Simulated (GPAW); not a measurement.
# Ni3 Cu1 Ni3 001: parallel and opposed starts

Aim: find out whether Ni3 Cu1 Ni3 001 carries moments, and which collinear order costs least.

Method: PBE; plane waves with GPAW's PAW setups, scalar-relativistic, in GPAW 26.7.0.

## Step 1: The starting structure

The cell holds 7 atoms: 6 Ni and 1 Cu. Its edges and angles: a = 2.556 Å, b = 2.556 Å, c = 22.147 Å, α = 90.0°, β = 90.0°, γ = 90.0°. ideal sites on the substrate's mesh, layer spacings from atomic volumes, unrelaxed, 12 A of vacuum. Vacuum lies along c.

## Step 2: Run 1 (ferro ++++++)

Parallel moments need no larger cell; this start tests for a ferromagnetic state only.

order1.py

```python
import json
import numpy as np
from ase import Atoms
from ase.parallel import paropen, parprint
from gpaw import GPAW

atoms = Atoms(['Ni', 'Ni', 'Ni', 'Cu', 'Ni', 'Ni', 'Ni'],
    cell=[[2.556191, 0.0, 0.0],
         [0.0, 2.556191, 0.0],
         [0.0, 0.0, 22.146749]],
    scaled_positions=[[0.0, 0.0, 0.27092],
         [0.5, 0.5, 0.346244],
         [0.0, 0.0, 0.421567],
         [0.5, 0.5, 0.5],
         [0.0, 0.0, 0.578433],
         [0.5, 0.5, 0.653756],
         [0.0, 0.0, 0.72908]],
    pbc=True,
    magmoms=[0.8, 0.8, 0.8, 0.0, 0.8, 0.8, 0.8])
atoms.calc = GPAW(mode={'name': 'pw', 'ecut': 450},
    xc='PBE',
    kpts={'size': (20, 20, 1), 'gamma': True},
    occupations={'name': 'fermi-dirac', 'width': 0.05},
    convergence={'density': 1e-05, 'energy': 1e-05},
    maxiter=200,
    mixer={'name': 'pulay', 'beta': 0.03, 'nmaxold': 8, 'weight': 100},
    symmetry={'tolerance': 1e-4},
    txt='order1.txt')
e = atoms.get_potential_energy(force_consistent=True)
res = {'free_energy': e, 'energy_sigma0': atoms.get_potential_energy(), 'fermi_energy': atoms.calc.get_fermi_level()}
res['moments'] = atoms.get_magnetic_moments().tolist()
res['total'] = atoms.get_magnetic_moment()
parprint('site moments (muB):', np.round(res['moments'], 3))
parprint(f"total moment: {res['total']:.3f} muB")
parprint(f'free energy: {e:.6f} eV')
atoms.calc.write('order1.gpw')
with paropen('results.json', 'w') as f:
    json.dump(res, f)
```

Run with:

```
$ OMP_NUM_THREADS=1 mpirun -n 4 gpaw python order1.py > order1.log
```

Numbers of over 12 decimals in the logs are rounded to 6 here.

What it wrote:

```text
site moments (muB): [0.788 0.682 0.539 0.012 0.539 0.682 0.788]
total moment: 3.787 muB
free energy: -45.314708 eV

--- order1.txt ---
Input parameters:
  mode=PW(ecut=450),
  convergence={'density': 1e-05, 'energy': 1e-05},
  kpts=MonkhorstPack(size=(20, 20, 1), gamma=True),
  maxiter=200,
  mixer=Pulay(name='pulay', nmaxold=8, beta=0.03, weight=100, sigma=0.015, g_ss=None),
  occupations=Occupations(name='fermi-dirac', width=0.05),
  symmetry=Symmetry(tolerance=0.0001),
  xc=XC(name='PBE')

Diagonalizing LCAO Hamiltonian
Converting LCAO to pw mode
   .-----.
  /|     |
 * |     |
 | |     |
 | |     |
 | |     |
 | |     |
 | |     |
 | |     |
 Ni|     |
 | | Ni  |
 | |     |
 | |     |
 Ni|     |
 | |     |
 | | Cu  |
 | |     |
 | |     |
 Ni|     |
 | | Ni  |
 | |     |
 | |     |
 Ni|     |
 | |     |
 | |     |
 | |     |
 | |     |
 | .-----.
 |/     /
 *-----*

Atoms  # Å, Bohr magnetons
|   | symbol |        x |        y |         z |    initial magnetic moments |
|---|--------|----------|----------|-----------|-----------------------------|
| 0 |     Ni | 0.000000 | 0.000000 |  5.999997 | ( 0.0000,  0.0000,  0.8000) |
| 1 |     Ni | 1.278096 | 1.278096 |  7.668179 | ( 0.0000,  0.0000,  0.8000) |
| 2 |     Ni | 0.000000 | 0.000000 |  9.336339 | ( 0.0000,  0.0000,  0.8000) |
| 3 |     Cu | 1.278096 | 1.278096 | 11.073374 | ( 0.0000,  0.0000,  0.0000) |
| 4 |     Ni | 0.000000 | 0.000000 | 12.810410 | ( 0.0000,  0.0000,  0.8000) |
| 5 |     Ni | 1.278096 | 1.278096 | 14.478570 | ( 0.0000,  0.0000,  0.8000) |
| 6 |     Ni | 0.000000 | 0.000000 | 16.146752 | ( 0.0000,  0.0000,  0.8000) |

Unit cell  # Å
| periodic |        x |        y |         z |   lengths |    angles |
|----------|----------|----------|-----------|-----------|-----------|
|      yes | 2.556191 | 0.000000 |  0.000000 |  2.556191 | 90.000000 |
|      yes | 0.000000 | 2.556191 |  0.000000 |  2.556191 | 90.000000 |
|      yes | 0.000000 | 0.000000 | 22.146749 | 22.146749 | 90.000000 |

Number of symmetries: 16

BZ-sampling:
  Number of BZ points: 400
  Number of IBZ points: 66

  Monkhorst-Pack size: [20, 20, 1]
  Monkhorst-Pack shift: [0.025, 0.025, 0.0]

K-points  # in reciprocal-cell coordinates
|     |                                coordinates |     weight |
|-----|--------------------------------------------|------------|
|   0 | ( -0.00000000,  -0.00000000,   0.00000000) | 0.00250000 |
|   1 | (  0.05000000,  -0.00000000,   0.00000000) | 0.01000000 |
|   2 | (  0.05000000,   0.05000000,   0.00000000) | 0.01000000 |
|   3 | (  0.10000000,  -0.00000000,   0.00000000) | 0.01000000 |
|   4 | (  0.10000000,   0.05000000,   0.00000000) | 0.02000000 |
|   5 | (  0.10000000,   0.10000000,   0.00000000) | 0.01000000 |
|   6 | (  0.15000000,  -0.00000000,   0.00000000) | 0.01000000 |
|   7 | (  0.15000000,   0.05000000,   0.00000000) | 0.02000000 |
|   8 | (  0.15000000,   0.10000000,   0.00000000) | 0.02000000 |
|   9 | (  0.15000000,   0.15000000,   0.00000000) | 0.01000000 |
| ... |                                            |            |
|  65 | (  0.50000000,   0.50000000,   0.00000000) | 0.00250000 |

Plane wave coefficients: 3179
Cutoff: 450.000000 eV

Spin-components: 2 (collinear spins)
Bands:           72
Projectors:      42
Spin-degeneracy: 1
Datatype:        complex128

Parallelization:
  kpt:    4
  domain: 1
  band:   1

Density:
  Valence electrons: 107.0
  Components: 2
  Grid points: [ 14  14 112]
  Charge: 0.0  # |e|

Potential:
  Grid points: [ 14  14 112]

species:
  Ni:
    name:    Nickel
    Z:       28.0
    valence: 16
    core:    12
    charge:  0.0  # [|e|]
    compensation charges:
      type: gauss
      rc: 0.36  # [Å]
      lmax: 2
    cutoffs:
      filter: 2.14  # [Å]
      core: 1.98  # [Å]
    projectors
    | kind |    occ | energy [eV] | rcut [Å] |
    |------|--------|-------------|----------|
    |   4s |  2.000 |      -5.642 |    1.164 |
    |   3p |  6.000 |     -71.394 |    1.207 |
    |   4p |  0.000 |      -1.226 |    1.207 |
    |   3d |  8.000 |      -8.875 |    1.138 |
    |    s |        |      21.570 |    1.164 |
    |    d |        |      18.337 |    1.138 |

    Using partial waves for Ni as LCAO basis

  Cu:
    name:    Copper
    Z:       29.0
    valence: 11
    core:    18
    charge:  0.0  # [|e|]
    compensation charges:
      type: gauss
      rc: 0.33  # [Å]
      lmax: 2
    cutoffs:
      filter: 2.06  # [Å]
      core: 2.43  # [Å]
    projectors
    | kind |    occ | energy [eV] | rcut [Å] |
    |------|--------|-------------|----------|
    |   4s |  1.000 |      -4.609 |    1.164 |
    |   4p |  0.000 |      -0.698 |    1.164 |
    |   3d | 10.000 |      -5.039 |    1.058 |
    |    s |        |      22.603 |    1.164 |
    |    p |        |      26.513 |    1.164 |
    |    d |        |      22.172 |    1.058 |

    Using partial waves for Cu as LCAO basis

Reference energy: -293229.442525  # eV

eigensolver:
  PPCG
  Converge bands: occupied
  niter=2

density mixing:
  Pulay-Mixer
  Linear mixing parameters: 0.03
  Old densities: 8
  Fourier metric: weight=100, sigma=0.015

occupation numbers:
  Fermi-Dirac:
    width: 0.0500  # eV

poisson solver:
  ecut: 3600.000000  # eV

xc functional:
  name: PBE with 2 nearest neighbor stencil

convergence criteria:
- Maximum integral of absolute [dens]ity change: 1e-05 electrons / valence electron
- Maximum [total energy] change in last 3 cyles: 1e-05 eV / valence electron
- Maximum integral of absolute [eigenst]ate change: 4e-08 eV^2 / valence electron
maximum number of iterations: 200

SCF iterations
|iter     |      energy | eigst |  dens |  magmom |
|---------|-------------|-------|-------|---------|
|iter:   1|       0s |  -62.430286 | +0.58 |       |  +4.8043|
|iter:   2|      15s |  -59.161406 | -0.14 | -0.76 |  +4.6772|
|iter:   3|      29s |  -46.772891 | -0.91 | -0.82 |  +4.6792|
|iter:   4|      43s |  -45.729164 | -1.81 | -1.13 |  +4.6626|
|iter:   5|      58s |  -45.373686 | -2.22 | -1.38 |  +4.6299|
|iter:   6|      72s |  -45.129910 | -1.26 | -1.51 |  +4.4495|
|iter:   7|      86s |  -45.054240 | -2.56 | -1.53 |  +4.4516|
|iter:   8|     100s |  -45.044473 | -2.60 | -1.70 |  +4.4259|
|iter:   9|     115s |  -45.312124 | -2.01 | -1.78 |  +4.1409|
|iter:  10|     129s |  -45.257247 | -2.95 | -1.76 |  +4.1344|
[... 23 iterations left out ...]
|iter:  34|     451s |  -45.273902c| -8.13c| -4.45 |  +3.7851|
|iter:  35|     458s |  -45.273898c| -7.53c| -4.45 |  +3.7856|
|iter:  36|     465s |  -45.273896c| -7.91c| -4.55 |  +3.7859|
|iter:  37|     472s |  -45.273894c| -8.09c| -4.62 |  +3.7860|
|iter:  38|     478s |  -45.273893c| -8.23c| -4.67 |  +3.7861|
|iter:  39|     485s |  -45.273890c| -7.92c| -4.71 |  +3.7864|
|iter:  40|     492s |  -45.273890c| -8.19c| -4.83 |  +3.7864|
|iter:  41|     499s |  -45.273890c| -8.25c| -4.87 |  +3.7864|
|iter:  42|     505s |  -45.273886c| -7.73c| -4.92 |  +3.7867|
|iter:  43|     512s |  -45.273886c| -8.12c| -5.29c|  +3.7868|

Converged in 43 steps
Energy contributions relative to reference atoms: (reference = -293229.442525)

Energy contributions:
  Kinetic:          23.027692
  Coulomb:         -15.438413
  Zero:              0.801917
  External:          0.000000
  Xc:              -53.624258
  Entropy:          -0.081645
  Spinorbit:         0.000000
  ----------------------------
  Free energy:     -45.314708
  Extrapolated:    -45.273886

dipole moment: (-20.789731, -20.789731, 0.000029)  # |e|*Ang

Total magnetic moment: (0.000000, 0.000000, 3.786766)

Local magnetic moments
|        x |        y |        z |
|----------|----------|----------|
| 0.000000 | 0.000000 | 0.787932 |  # Ni   0
| 0.000000 | 0.000000 | 0.681806 |  # Ni   1
| 0.000000 | 0.000000 | 0.538600 |  # Ni   2
| 0.000000 | 0.000000 | 0.011644 |  # Cu   3
| 0.000000 | 0.000000 | 0.538600 |  # Ni   4
| 0.000000 | 0.000000 | 0.681806 |  # Ni   5
| 0.000000 | 0.000000 | 0.787932 |  # Ni   6

Fermi level: 2.279
Eigenvalues  # (at kpt = [-0.000, -0.000, 0.000])
| band index |      eig [eV] | occ [0-1] |      eig [eV] | occ [0-1] |
|------------|---------------|-----------|---------------|-----------|
|          0 |       -61.861 |     1.000 |       -61.022 |     1.000 |
|        ... |               |           |               |           |
|         48 |         1.134 |     1.000 |         1.856 |     1.000 |
|         49 |         1.261 |     1.000 |         1.856 |     1.000 |
|         50 |         1.476 |     1.000 |         2.092 |     0.977 |
|         51 |         1.502 |     1.000 |         2.122 |     0.959 |
|         52 |         1.615 |     1.000 |         2.317 |     0.321 |
|         53 |         1.615 |     1.000 |         2.452 |     0.030 |
|         54 |         1.705 |     1.000 |         2.456 |     0.029 |
|         55 |         1.733 |     1.000 |         2.511 |     0.010 |
|         56 |         1.757 |     1.000 |         2.511 |     0.010 |
|         57 |         1.757 |     1.000 |         2.585 |     0.002 |
|         58 |         2.181 |     0.876 |         2.585 |     0.002 |
|         59 |         3.719 |     0.000 |         3.744 |     0.000 |
|         60 |         4.810 |     0.000 |         4.805 |     0.000 |
|         61 |         6.924 |     0.000 |         6.888 |     0.000 |
|         62 |         7.799 |     0.000 |         7.766 |     0.000 |
|        ... |               |           |               |           |
|         71 |        18.492 |     0.000 |        18.553 |     0.000 |

No gap
No difference between direct/indirect transitions
```

Run time: 8.9 min. Hardware: 4 MPI ranks of Arm Neoverse V1, shared host; peak memory 1.3 GiB; 36 min of CPU time.

Spin moment in the augmentation sphere by atom:

```csv
atom,spin moment in the augmentation sphere (μB)
Ni1,0.788
Ni2,0.682
Ni3,0.539
Cu4,0.012
Ni5,0.539
Ni6,0.682
Ni7,0.788
```

This step gave:

```yaml
magnetization: 3.787 μB
final_state: ferromagnetic
```

After 43 cycles the largest moment stands at 0.788 μB.

## Step 3: Order 2, typed as antiferro +++---

Another pattern of signs weighs the neighbour shells otherwise.

order2.py is the script of step 2 with these lines changed:

```diff
@@ -18,3 +18,3 @@
     pbc=True,
-    magmoms=[0.8, 0.8, 0.8, 0.0, 0.8, 0.8, 0.8])
+    magmoms=[0.8, 0.8, 0.8, 0.0, -0.8, -0.8, -0.8])
 atoms.calc = GPAW(mode={'name': 'pw', 'ecut': 450},
@@ -27,3 +27,3 @@
     symmetry={'tolerance': 1e-4},
-    txt='order1.txt')
+    txt='order2.txt')
 e = atoms.get_potential_energy(force_consistent=True)
@@ -35,3 +35,3 @@
 parprint(f'free energy: {e:.6f} eV')
-atoms.calc.write('order1.gpw')
+atoms.calc.write('order2.gpw')
 with paropen('results.json', 'w') as f:
```

Run with:

```
$ OMP_NUM_THREADS=1 mpirun -n 4 gpaw python order2.py > order2.log
```

What it wrote:

```text
site moments (muB): [ 0.789  0.686  0.548  0.    -0.548 -0.686 -0.789]
total moment: 0.000 muB
free energy: -45.307170 eV

--- order2.txt ---
Input parameters:
  mode=PW(ecut=450),
  convergence={'density': 1e-05, 'energy': 1e-05},
  kpts=MonkhorstPack(size=(20, 20, 1), gamma=True),
  maxiter=200,
  mixer=Pulay(name='pulay', nmaxold=8, beta=0.03, weight=100, sigma=0.015, g_ss=None),
  occupations=Occupations(name='fermi-dirac', width=0.05),
  symmetry=Symmetry(tolerance=0.0001),
  xc=XC(name='PBE')

Diagonalizing LCAO Hamiltonian
Converting LCAO to pw mode
   .-----.
  /|     |
 * |     |
 | |     |
 | |     |
 | |     |
 | |     |
 | |     |
 | |     |
 Ni|     |
 | | Ni  |
 | |     |
 | |     |
 Ni|     |
 | |     |
 | | Cu  |
 | |     |
 | |     |
 Ni|     |
 | | Ni  |
 | |     |
 | |     |
 Ni|     |
 | |     |
 | |     |
 | |     |
 | |     |
 | .-----.
 |/     /
 *-----*

Atoms  # Å, Bohr magnetons
|   | symbol |        x |        y |         z |    initial magnetic moments |
|---|--------|----------|----------|-----------|-----------------------------|
| 0 |     Ni | 0.000000 | 0.000000 |  5.999997 | ( 0.0000,  0.0000,  0.8000) |
| 1 |     Ni | 1.278096 | 1.278096 |  7.668179 | ( 0.0000,  0.0000,  0.8000) |
| 2 |     Ni | 0.000000 | 0.000000 |  9.336339 | ( 0.0000,  0.0000,  0.8000) |
| 3 |     Cu | 1.278096 | 1.278096 | 11.073374 | ( 0.0000,  0.0000,  0.0000) |
| 4 |     Ni | 0.000000 | 0.000000 | 12.810410 | ( 0.0000,  0.0000, -0.8000) |
| 5 |     Ni | 1.278096 | 1.278096 | 14.478570 | ( 0.0000,  0.0000, -0.8000) |
| 6 |     Ni | 0.000000 | 0.000000 | 16.146752 | ( 0.0000,  0.0000, -0.8000) |

Unit cell  # Å
| periodic |        x |        y |         z |   lengths |    angles |
|----------|----------|----------|-----------|-----------|-----------|
|      yes | 2.556191 | 0.000000 |  0.000000 |  2.556191 | 90.000000 |
|      yes | 0.000000 | 2.556191 |  0.000000 |  2.556191 | 90.000000 |
|      yes | 0.000000 | 0.000000 | 22.146749 | 22.146749 | 90.000000 |

Number of symmetries: 8

BZ-sampling:
  Number of BZ points: 400
  Number of IBZ points: 66

  Monkhorst-Pack size: [20, 20, 1]
  Monkhorst-Pack shift: [0.025, 0.025, 0.0]

Plane wave coefficients: 3179
Cutoff: 450.000000 eV

Spin-components: 2 (collinear spins)
Bands:           69
Projectors:      42
Spin-degeneracy: 1
Datatype:        complex128

Parallelization:
  kpt:    4
  domain: 1
  band:   1

Density:
  Valence electrons: 107.0
  Components: 2
  Grid points: [ 14  14 112]
  Charge: 0.0  # |e|

Potential:
  Grid points: [ 14  14 112]

[... setups left out ...]
Reference energy: -293229.442525  # eV

eigensolver:
  PPCG
  Converge bands: occupied
  niter=2

density mixing:
  Pulay-Mixer
  Linear mixing parameters: 0.03
  Old densities: 8
  Fourier metric: weight=100, sigma=0.015

occupation numbers:
  Fermi-Dirac:
    width: 0.0500  # eV

poisson solver:
  ecut: 3600.000000  # eV

xc functional:
  name: PBE with 2 nearest neighbor stencil

convergence criteria:
- Maximum integral of absolute [dens]ity change: 1e-05 electrons / valence electron
- Maximum [total energy] change in last 3 cyles: 1e-05 eV / valence electron
- Maximum integral of absolute [eigenst]ate change: 4e-08 eV^2 / valence electron
maximum number of iterations: 200

SCF iterations
|iter     |      energy | eigst |  dens |  magmom |
|---------|-------------|-------|-------|---------|
|iter:   1|       0s |  -62.440585 | +0.59 |       |  +0.0000|
|iter:   2|      14s |  -59.125687 | -0.04 | -0.76 |  +0.0000|
|iter:   3|      28s |  -46.786047 | -0.83 | -0.82 |  -0.0000|
|iter:   4|      42s |  -45.742259 | -1.73 | -1.13 |  +0.0000|
|iter:   5|      55s |  -45.366781 | -2.10 | -1.38 |  -0.0000|
|iter:   6|      69s |  -45.257376 | -1.23 | -1.51 |  +0.0000|
|iter:   7|      83s |  -45.055961 | -2.31 | -1.43 |  -0.0000|
|iter:   8|      97s |  -45.034739 | -2.66 | -1.67 |  +0.0000|
|iter:   9|     111s |  -45.238160 | -2.15 | -1.79 |  -0.0009|
|iter:  10|     125s |  -45.126902 | -2.68 | -1.82 |  +0.0001|
[... 34 iterations left out ...]
|iter:  45|     546s |  -45.267773c| -8.37c| -4.65 |  +0.0000|
|iter:  46|     553s |  -45.267772c| -8.48c| -4.68 |  +0.0000|
|iter:  47|     559s |  -45.267771c| -8.40c| -4.71 |  +0.0000|
|iter:  48|     565s |  -45.267771c| -8.71c| -4.76 |  +0.0000|
|iter:  49|     572s |  -45.267770c| -8.65c| -4.78 |  +0.0000|
|iter:  50|     578s |  -45.267770c| -8.87c| -4.80 |  +0.0000|
|iter:  51|     584s |  -45.267769c| -8.86c| -4.83 |  +0.0000|
|iter:  52|     591s |  -45.267768c| -8.69c| -4.85 |  +0.0000|
|iter:  53|     597s |  -45.267766c| -8.26c| -4.90 |  +0.0000|
|iter:  54|     603s |  -45.267765c| -8.42c| -5.04c|  +0.0000|

Converged in 54 steps
Energy contributions relative to reference atoms: (reference = -293229.442525)

Energy contributions:
  Kinetic:          23.233337
  Coulomb:         -15.597804
  Zero:              0.801772
  External:          0.000000
  Xc:              -53.665665
  Entropy:          -0.078810
  Spinorbit:         0.000000
  ----------------------------
  Free energy:     -45.307170
  Extrapolated:    -45.267765

dipole moment: (-20.787686, -20.787686, 0.000028)  # |e|*Ang

Total magnetic moment: (0.000000, 0.000000, 0.000000)

Local magnetic moments
|        x |        y |         z |
|----------|----------|-----------|
| 0.000000 | 0.000000 |  0.788988 |  # Ni   0
| 0.000000 | 0.000000 |  0.685729 |  # Ni   1
| 0.000000 | 0.000000 |  0.547538 |  # Ni   2
| 0.000000 | 0.000000 |  0.000000 |  # Cu   3
| 0.000000 | 0.000000 | -0.547538 |  # Ni   4
| 0.000000 | 0.000000 | -0.685729 |  # Ni   5
| 0.000000 | 0.000000 | -0.788988 |  # Ni   6

Fermi level: 2.270
Eigenvalues  # (at kpt = [-0.000, -0.000, 0.000])
| band index |      eig [eV] | occ [0-1] |      eig [eV] | occ [0-1] |
|------------|---------------|-----------|---------------|-----------|
|          0 |       -61.864 |     1.000 |       -61.864 |     1.000 |
|        ... |               |           |               |           |
|         48 |         1.636 |     1.000 |         1.636 |     1.000 |
|         49 |         1.636 |     1.000 |         1.636 |     1.000 |
|         50 |         1.700 |     1.000 |         1.700 |     1.000 |
|         51 |         1.723 |     1.000 |         1.723 |     1.000 |
|         52 |         1.832 |     1.000 |         1.832 |     1.000 |
|         53 |         1.832 |     1.000 |         1.832 |     1.000 |
|         54 |         2.121 |     0.952 |         2.121 |     0.952 |
|         55 |         2.256 |     0.571 |         2.256 |     0.571 |
|         56 |         2.455 |     0.024 |         2.455 |     0.024 |
|         57 |         2.552 |     0.004 |         2.552 |     0.004 |
|         58 |         2.552 |     0.004 |         2.552 |     0.004 |
|         59 |         3.732 |     0.000 |         3.732 |     0.000 |
|         60 |         4.813 |     0.000 |         4.813 |     0.000 |
|         61 |         6.898 |     0.000 |         6.898 |     0.000 |
|         62 |         7.776 |     0.000 |         7.776 |     0.000 |
|         63 |         9.482 |     0.000 |         9.482 |     0.000 |
|        ... |               |           |               |           |
|         68 |        17.045 |     0.000 |        16.006 |     0.000 |

No gap
No difference between direct/indirect transitions
```

Run time: 10 min. Hardware: 4 MPI ranks; peak memory 1.3 GiB; 42 min of CPU time.

Spin moment in the augmentation sphere by atom:

```csv
atom,spin moment in the augmentation sphere (μB)
Ni1,0.789
Ni2,0.686
Ni3,0.548
Cu4,0.000
Ni5,-0.548
Ni6,-0.686
Ni7,-0.789
```

This step gave:

| Item | Value |
| --- | --- |
| magnetization | 0 μB |
| final state | antiferromagnetic |

It lies 1.26 meV a seeded atom over the first start, and its largest moment is 0.789 μB against 0.788 μB.

## Step 4: Energies of the orders

These are free energies at a smearing of 0.05 eV, so its entropy term is in the differences. They are divided by the number of seeded atoms, so that cells of unlike size compare.

Orders:

```csv
start,final state,typed order kept,energy over the lowest (meV a seeded atom),largest site moment (μB),net moment (μB a primitive cell),mesh matched,CPU time (s)
ferro ++++++,ferromagnetic,yes,0,0.7879,3.787,yes,2147
antiferro +++---,antiferromagnetic,yes,1.256,0.789,0,yes,2513
```

## Step 5: What came out

```json
{"lowest state found": "ferromagnetic (typed ferro ++++++)", "largest site moment": "0.788 μB", "next state": "antiferromagnetic, 1.26 meV a seeded atom higher"}
```

**Reading.** The lowest state found is ferromagnetic, reached from the start ferro ++++++, with moments up to 0.788 μB. The two lowest states lie so close that the mesh, the functional or spin–orbit coupling could swap them. Only 2 starts are shown; other collinear patterns, canted and longer-period orders are not.

[Logs and program files are shortened in this print: banners, set-up blocks, solver, clock and traceback lines can be left out without a mark of their own.]

[Logs are printed without paths, hosts, clocks, repeated set-up lines and the standing remarks that a program may print on its own settings, such as how far it seeks lower states.]

[Hosts, paths, dates, database ids (printed as entryN), source tags and the programs' standing remarks are cut or masked in the printed files.]

[Where a cell is said to come from a database of computed structures, the database is the Materials Project.]
